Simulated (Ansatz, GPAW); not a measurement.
# A 8-layer slab of Ag(111) in an electric field, part 2 of 3

Aim: the dipole that a field along the normal induces in a 8-layer slab of Ag(111).

GPAW 26.7.0 and Ansatz 0.2.0; Ansatz plane waves; slab in vacuum with a dipole correction, relaxation (the session's first sound run).

So far, upper work function (eV): step 2 (relaxing the atoms) 4.48.

## 3. Plane waves, PBE

The work function is the vacuum plateau of the electrostatic potential less the Fermi level; a dipole layer lets the two faces have plateaus of their own.

This step: GPAW, PAW setups; slab in vacuum (GPAW 26.7.0).

File run.py:

```python
import json
import numpy as np
from ase import Atoms
from gpaw import GPAW, PW

slab = Atoms(
    ['Ag', 'Ag', 'Ag', 'Ag', 'Ag', 'Ag', 'Ag', 'Ag'],
    positions=[
        [2.89207, 1.66974, 9.00000],
        [0.00000, 0.00000, 11.36136],
        [1.44603, 0.83487, 13.72273],
        [2.89207, 1.66974, 16.08409],
        [0.00000, 0.00000, 18.50781],
        [1.44603, 0.83487, 20.91766],
        [2.89207, 1.66974, 23.31945],
        [0.00000, 0.00000, 25.73973]],
    cell=[[2.89207, 0.0, 0.0], [1.44603, 2.5046, 0.0], [0.0, 0.0, 34.52954]],
    pbc=[True, True, False])

slab.calc = GPAW(mode=PW(400), xc='PBE', kpts={'size': (12, 12, 1), 'gamma': True},
                 occupations={'name': 'fermi-dirac', 'width': 0.1}, nbands='160%',
                 convergence={'density': 1e-05}, maxiter=200,
                 poissonsolver={'dipolelayer': 'xy'},
                 symmetry={'tolerance': 1e-3}, txt='slab.txt')
result = {}
energy = slab.get_potential_energy()
fermi = slab.calc.get_fermi_level()
v = slab.calc.get_electrostatic_potential().mean((0, 1)) - fermi
n = slab.calc.get_pseudo_density().mean((0, 1))
L = slab.cell[2, 2]
z = np.arange(len(v)) * L / len(v)
low, high = slab.positions[:, 2].min(), slab.positions[:, 2].max()
below, above = np.interp([low - 6.8, high + 6.8], z, v)
slopes = [np.interp(x, z, np.gradient(v, z)) for x in (low - 6.8, high + 6.8)]
eps = np.array([[slab.calc.get_eigenvalues(k, s) for k in range(len(slab.calc.get_ibz_k_points()))]
                for s in range(slab.calc.get_number_of_spins())]) - fermi
top, bottom = eps[eps < 0].max(), eps[eps > 0].min()
dipole = slab.get_dipole_moment()[2]
print(f'energy {energy:.4f} eV, Fermi level {fermi:.4f} eV, dipole {dipole:.5f} e A')
print(f'potential 6.8 A off the faces, from the Fermi level: lower {below:.4f} eV, upper {above:.4f} eV')
print(f'slope of the potential there: lower {slopes[0]:.5f}, upper {slopes[1]:.5f} eV/A')
print(f'nearest levels on the mesh: {top:.4f} and {bottom:.4f} eV')
print('magnetic moment', round(slab.get_magnetic_moment(), 3))
result.update(energy=energy, fermi=fermi, dipole=dipole, below=below, above=above, slopes=slopes, edges=[top, bottom],
              z=z.tolist(), v=v.tolist(), n=n.tolist(), positions=slab.positions.tolist(),
              forces=slab.get_forces(apply_constraint=False).tolist(), moments=slab.get_magnetic_moments().tolist())
json.dump(result, open('result.json', 'w'))
```

Run with:

```
$ OMP_NUM_THREADS=1 OPENBLAS_NUM_THREADS=1 python run.py
```

Log:

```text
energy -21.8595 eV, Fermi level 2.4882 eV, dipole -0.00131 e A
potential 6.8 A off the faces, from the Fermi level: lower 4.4573 eV, upper 4.4927 eV
slope of the potential there: lower -0.00017, upper 0.00014 eV/A
nearest levels on the mesh: -0.0105 and 0.0225 eV
magnetic moment 0.0
```

Run time: 6.4 min. Hardware: 1 thread of Intel Xeon 6975P-C (Granite Rapids), shared host; peak memory 0.37 GiB.

Numbers from this step:

* dipole along the normal: -0.001312 e·Å
* levels nearest the Fermi level on the mesh: -0.01052, 0.02254 eV from the Fermi level
* upper work function: 4.493 eV
* lower work function: 4.457 eV

The electrostatic potential energy of an electron (without an applied field's), less the Fermi level, planar mean oscillates, so the rows of the table below give means over windows of 2.37 Å about each position, cut where the curve ends. Its maxima inside the range that stand out by 2 % of the span (Å: eV): 10.1: 0.716, 12.5: 0.779, 14.9: 0.795, 17.3: 1.08, 19.6: 0.983, 22.1: 1.02, 24.5: 1.03. Its minima: 9.0: -20.6, 11.3: -20.8, 13.7: -20.7, 16.1: -20.8, 18.6: -20.6, 20.9: -20.7, 23.3: -20.8, 25.8: -20.5.

Electrostatic potential energy of an electron (without an applied field's), less the Fermi level, planar mean against z; means over each step:

z (Å), electrostatic potential energy of an electron (without an applied field's), less the Fermi level, planar mean (eV) and a bar from the least value:
```
     1.19        4.5 ##############################
     3.56        4.5 ##############################
     5.93        4.4 ##############################
     8.29       -6.1 #####
    10.67       -8.3 
    13.04       -8.2 
    15.41       -8.2 
    17.77       -7.9 #
    20.14       -7.9 #
    22.52       -7.9 #
    24.89       -7.8 #
    27.25        1.1 ######################
    29.62        4.5 ##############################
    32.00        4.5 ##############################
    34.37        4.5 ##############################
```

The pseudo valence density, planar mean oscillates, so the rows of the table below give means over windows of 2.37 Å about each position, cut where the curve ends. Its maxima inside the range that stand out by 2 % of the span (Å: e/Å³): 9.1: 2.52, 11.4: 2.50, 13.8: 2.47, 16.2: 2.44, 18.6: 2.54, 20.9: 2.57, 23.3: 2.57, 25.7: 2.53. Its minima: 10.1: 0.192, 12.5: 0.194, 14.9: 0.193, 17.3: 0.176, 19.6: 0.184, 22.0: 0.191, 24.6: 0.180.

Pseudo valence density, planar mean against z; means over each step:

| z (Å) | pseudo valence density, planar mean (e/Å³) |
| --- | --- |
| 3.56 | 6.1e-6 |
| 5.93 | 0.00213 |
| 8.29 | 0.865 |
| 10.67 | 0.993 |
| 13.04 | 0.993 |
| 15.41 | 0.993 |
| 17.77 | 0.967 |
| 20.14 | 0.971 |
| 22.52 | 0.973 |
| 24.89 | 0.959 |
| 27.25 | 0.206 |
| 29.62 | 2.8e-4 |
| 32.00 | 0 |

Force by atom:

| atom | x (eV/Å) | y (eV/Å) | z (eV/Å) | size |
| --- | --- | --- | --- | --- |
| Ag1 | 0.000 | 0.000 | -0.169 | 0.169 |
| Ag2 | 0.000 | 0.000 | 0.034 | 0.034 |
| Ag3 | 0.000 | 0.000 | -0.023 | 0.023 |
| Ag4 | 0.000 | 0.000 | 0.152 | 0.152 |
| Ag5 | 0.000 | 0.000 | -0.002 | 0.002 |
| Ag6 | 0.000 | 0.000 | -0.001 | 0.001 |
| Ag7 | 0.000 | 0.000 | -0.004 | 0.004 |
| Ag8 | 0.000 | 0.000 | 0.008 | 0.008 |

The potential is flat to 1.7e-4 eV/Å where it is read, so the vacuum is wide enough. The geometry is the other program's minimum; here the largest force on a free atom is 0.0082 eV/Å.

## 4. Field on

A uniform field along the normal polarises the slab; the atoms stay fixed, so this is the electronic response alone.

run.py, as its differences from that of step 3:

```diff
@@ -4,2 +4,3 @@
 from gpaw import GPAW, PW
+from gpaw.external import ConstantElectricField
 
@@ -23,2 +24,3 @@
                  poissonsolver={'dipolelayer': 'xy'},
+                 external=ConstantElectricField(-0.2, [0, 0, 1]),
                  symmetry={'tolerance': 1e-3}, txt='slab.txt')
```

Log:

```text
energy -21.8759 eV, Fermi level 2.4773 eV, dipole -0.16202 e A
potential 6.8 A off the faces, from the Fermi level: lower 2.4772 eV, upper 6.5248 eV
slope of the potential there: lower -0.00012, upper 0.00003 eV/A
nearest levels on the mesh: -0.0102 and 0.0226 eV
magnetic moment 0.0
```

The job ended after 17 min (1 thread; peak memory 0.93 GiB).

Numbers from this step:

```yaml
dipole_along_the_normal: -0.1620 e·Å
levels_nearest_the_fermi_level_on_the_mesh: -0.01025, 0.02264 eV from the Fermi level
potential_below_the_slab_the_applied_field_s_own_ramp_left_out: 2.477 eV from the Fermi level
potential_above_the_slab_the_applied_field_s_own_ramp_left_out: 6.525 eV from the Fermi level
```

The electrostatic potential energy of an electron (without an applied field's), less the Fermi level, planar mean oscillates, so the rows of the table below give means over windows of 2.37 Å about each position, cut where the curve ends. Its maxima inside the range that stand out by 2 % of the span (Å: eV): 10.1: -0.709, 12.5: -0.171, 14.9: 0.321, 17.3: 1.08, 19.6: 1.46, 22.1: 1.99, 24.5: 2.47, 33.8: 6.52. Its minima: 9.0: -22.2, 11.3: -22.0, 13.7: -21.4, 16.1: -21.0, 18.6: -20.3, 20.9: -20.0, 23.3: -19.6, 25.8: -18.8.

The electrostatic potential energy of an electron (without an applied field's), less the Fermi level, planar mean by z; means over each step:

z (Å), electrostatic potential energy of an electron (without an applied field's), less the Fermi level, planar mean (eV) and a bar from the least value:
```
     1.19        2.6 #######################
     3.56        2.5 ######################
     5.93        2.4 ######################
     8.29       -7.9 ###
    10.67       -9.6 
    13.04       -9.1 #
    15.41       -8.6 ##
    17.77       -7.8 ###
    20.14       -7.3 ####
    22.52       -6.9 #####
    24.89       -6.2 ######
    27.25        3.1 ########################
    29.62        6.5 ##############################
    32.00        6.5 ##############################
    34.37        6.4 ##############################
```

Force by atom:

| atom | x (eV/Å) | y (eV/Å) | z (eV/Å) | size |
| --- | --- | --- | --- | --- |
| Ag1 | 0.000 | 0.000 | -0.163 | 0.163 |
| Ag2 | 0.000 | 0.000 | 0.033 | 0.033 |
| Ag3 | 0.000 | 0.000 | -0.024 | 0.024 |
| Ag4 | 0.000 | 0.000 | 0.152 | 0.152 |
| Ag5 | 0.000 | 0.000 | -0.003 | 0.003 |
| Ag6 | 0.000 | 0.000 | -0.003 | 0.003 |
| Ag7 | 0.000 | 0.000 | -0.007 | 0.007 |
| Ag8 | 0.000 | 0.000 | 0.012 | 0.012 |

The dipole is now -0.162 e Å, against -0.0013 in the run without a field.

## 5. In a field

run.py, as its differences from that of step 4:

```diff
@@ -24,3 +24,3 @@
                  poissonsolver={'dipolelayer': 'xy'},
-                 external=ConstantElectricField(-0.2, [0, 0, 1]),
+                 external=ConstantElectricField(-0.1, [0, 0, 1]),
                  symmetry={'tolerance': 1e-3}, txt='slab.txt')
```

Log:

```text
energy -21.8637 eV, Fermi level 2.4834 eV, dipole -0.08169 e A
potential 6.8 A off the faces, from the Fermi level: lower 3.4659 eV, upper 5.5068 eV
slope of the potential there: lower -0.00013, upper 0.00002 eV/A
nearest levels on the mesh: -0.0104 and 0.0225 eV
magnetic moment 0.0
```

Run time: 25 min. Hardware: 1 thread; peak memory 0.95 GiB.

This step gave:

| Quantity | Value |
| --- | --- |
| dipole along the normal | -0.08169 e·Å |
| levels nearest the Fermi level on the mesh | -0.01040, 0.02255 eV from the Fermi level |
| potential below the slab, the applied field's own ramp left out | 3.466 eV from the Fermi level |
| potential above the slab, the applied field's own ramp left out | 5.507 eV from the Fermi level |

The electrostatic potential energy of an electron (without an applied field's), less the Fermi level, planar mean oscillates, so the rows of the table below give means over windows of 2.37 Å about each position, cut where the curve ends. Its maxima inside the range that stand out by 2 % of the span (Å: eV): 10.1: 0.00339, 12.5: 0.305, 14.9: 0.559, 17.3: 1.08, 19.6: 1.22, 22.1: 1.51, 24.5: 1.75, 33.8: 5.51. Its minima: 9.0: -21.4, 11.3: -21.4, 13.7: -21.1, 16.1: -20.9, 18.6: -20.5, 20.9: -20.4, 23.3: -20.2, 25.8: -19.6.

The electrostatic potential energy of an electron (without an applied field's), less the Fermi level, planar mean by z; means over each step:

z (Å), electrostatic potential energy of an electron (without an applied field's), less the Fermi level, planar mean (eV) and a bar from the least value:
```
     1.19        3.5 ##########################
     3.56        3.5 ##########################
     5.93        3.4 ##########################
     8.29       -7.0 ####
    10.67       -8.9 
    13.04       -8.6 #
    15.41       -8.4 #
    17.77       -7.8 ##
    20.14       -7.6 ###
    22.52       -7.4 ###
    24.89       -7.0 ####
    27.25        2.1 #######################
    29.62        5.5 ##############################
    32.00        5.5 ##############################
    34.37        5.4 ##############################
```

Force by atom:

| atom | x (eV/Å) | y (eV/Å) | z (eV/Å) | size |
| --- | --- | --- | --- | --- |
| Ag1 | 0.000 | 0.000 | -0.165 | 0.165 |
| Ag2 | 0.000 | 0.000 | 0.034 | 0.034 |
| Ag3 | 0.000 | 0.000 | -0.024 | 0.024 |
| Ag4 | 0.000 | 0.000 | 0.151 | 0.151 |
| Ag5 | 0.000 | 0.000 | -0.003 | 0.003 |
| Ag6 | 0.000 | 0.000 | -0.003 | 0.003 |
| Ag7 | 0.000 | 0.000 | -0.006 | 0.006 |
| Ag8 | 0.000 | 0.000 | 0.010 | 0.010 |

The dipole is now -0.0817 e Å, against -0.0013 in the run without a field.

## 6. In a field

run.py, as its differences from that of step 5:

```diff
@@ -24,3 +24,3 @@
                  poissonsolver={'dipolelayer': 'xy'},
-                 external=ConstantElectricField(-0.1, [0, 0, 1]),
+                 external=ConstantElectricField(-0.05, [0, 0, 1]),
                  symmetry={'tolerance': 1e-3}, txt='slab.txt')
```

Log:

```text
energy -21.8606 eV, Fermi level 2.4860 eV, dipole -0.04156 e A
potential 6.8 A off the faces, from the Fermi level: lower 3.9610 eV, upper 4.9994 eV
slope of the potential there: lower -0.00013, upper 0.00003 eV/A
nearest levels on the mesh: -0.0104 and 0.0225 eV
magnetic moment 0.0
```

Elapsed: 28 min, on 1 thread; peak memory 0.93 GiB.

The electrostatic potential energy of an electron (without an applied field's), less the Fermi level, planar mean oscillates, so the rows of the table below give means over windows of 2.37 Å about each position, cut where the curve ends. Its maxima inside the range that stand out by 2 % of the span (Å: eV): 10.1: 0.359, 12.5: 0.542, 14.9: 0.677, 17.3: 1.08, 19.6: 1.10, 22.1: 1.26, 24.5: 1.39. Its minima: 9.0: -21.0, 11.3: -21.1, 13.7: -20.9, 16.1: -20.8, 18.6: -20.5, 20.9: -20.5, 23.3: -20.5, 25.8: -20.1.

The electrostatic potential energy of an electron (without an applied field's), less the Fermi level, planar mean by z; means over each step:

| z (Å) | electrostatic potential energy of an electron (without an applied field's), less the Fermi level, planar mean (eV) |
| --- | --- |
| 1.19 | 4.00 |
| 3.56 | 3.96 |
| 5.93 | 3.90 |
| 8.29 | -6.58 |
| 10.67 | -8.62 |
| 13.04 | -8.42 |
| 15.41 | -8.29 |
| 17.77 | -7.83 |
| 20.14 | -7.74 |
| 22.52 | -7.66 |
| 24.89 | -7.39 |
| 27.25 | 1.63 |
| 29.62 | 4.99 |
| 32.00 | 5.00 |
| 34.37 | 4.96 |

## 7. In a field

run.py, as its differences from that of step 6:

```diff
@@ -24,3 +24,3 @@
                  poissonsolver={'dipolelayer': 'xy'},
-                 external=ConstantElectricField(-0.05, [0, 0, 1]),
+                 external=ConstantElectricField(0.05, [0, 0, 1]),
                  symmetry={'tolerance': 1e-3}, txt='slab.txt')
```

Log:

```text
energy -21.8604 eV, Fermi level 2.4904 eV, dipole 0.03873 e A
potential 6.8 A off the faces, from the Fermi level: lower 4.9534 eV, upper 3.9861 eV
slope of the potential there: lower -0.00017, upper 0.00002 eV/A
nearest levels on the mesh: -0.0105 and 0.0225 eV
magnetic moment 0.0
```

Run time: 26 min. Hardware: 1 thread; peak memory 0.93 GiB.

## 8. Field on

run.py, as its differences from that of step 7:

```diff
@@ -24,3 +24,3 @@
                  poissonsolver={'dipolelayer': 'xy'},
-                 external=ConstantElectricField(0.05, [0, 0, 1]),
+                 external=ConstantElectricField(0.1, [0, 0, 1]),
                  symmetry={'tolerance': 1e-3}, txt='slab.txt')
```

Log:

```text
energy -21.8634 eV, Fermi level 2.4922 eV, dipole 0.07892 e A
potential 6.8 A off the faces, from the Fermi level: lower 5.4511 eV, upper 3.4798 eV
slope of the potential there: lower -0.00012, upper 0.00003 eV/A
nearest levels on the mesh: -0.0105 and 0.0226 eV
magnetic moment 0.0
```

Elapsed: 33 min, on 1 thread; peak memory 0.94 GiB.

The electrostatic potential energy of an electron (without an applied field's), less the Fermi level, planar mean oscillates, so the rows of the table below give means over windows of 2.37 Å about each position, cut where the curve ends. Its maxima inside the range that stand out by 2 % of the span (Å: eV): 0.4: 5.45, 10.1: 1.43, 12.5: 1.25, 14.9: 1.03, 17.3: 1.08, 19.6: 0.745, 22.1: 0.534, 24.5: 0.302. Its minima: 9.0: -19.7, 11.3: -20.2, 13.7: -20.4, 16.1: -20.7, 18.6: -20.7, 20.9: -21.1, 23.3: -21.4, 25.8: -21.3.

The electrostatic potential energy of an electron (without an applied field's), less the Fermi level, planar mean by z; means over each step:

| z (Å) | electrostatic potential energy of an electron (without an applied field's), less the Fermi level, planar mean (eV) |
| --- | --- |
| 1.19 | 5.37 |
| 3.56 | 5.45 |
| 5.93 | 5.39 |
| 8.29 | -5.24 |
| 10.67 | -7.63 |
| 13.04 | -7.79 |
| 15.41 | -8.01 |
| 17.77 | -7.91 |
| 20.14 | -8.17 |
| 22.52 | -8.45 |
| 24.89 | -8.54 |
| 27.25 | 0.177 |
| 29.62 | 3.47 |
| 32.00 | 3.48 |
| 34.37 | 3.56 |

The dipole is now 0.0789 e Å, against -0.0013 in the run without a field.

## 9. Field on

run.py, as its differences from that of step 8:

```diff
@@ -24,3 +24,3 @@
                  poissonsolver={'dipolelayer': 'xy'},
-                 external=ConstantElectricField(0.1, [0, 0, 1]),
+                 external=ConstantElectricField(0.2, [0, 0, 1]),
                  symmetry={'tolerance': 1e-3}, txt='slab.txt')
```

Log:

```text
energy -21.8753 eV, Fermi level 2.4949 eV, dipole 0.15919 e A
potential 6.8 A off the faces, from the Fermi level: lower 6.4472 eV, upper 2.4708 eV
slope of the potential there: lower -0.00013, upper -0.00000 eV/A
nearest levels on the mesh: -0.0105 and 0.0227 eV
magnetic moment 0.0
```

Wall time 21 min (1 thread); peak memory 0.94 GiB.

The dipole is now 0.159 e Å, against -0.0013 in the run without a field.

[end of part 2 of 3]

[Logs are printed without paths, hosts, clocks, repeated set-up lines and the standing remarks that a program may print on its own settings, such as how far it seeks lower states.]

[Hosts, paths, dates, database ids (printed as entryN), source tags and the programs' standing remarks are cut or masked in the printed files.]
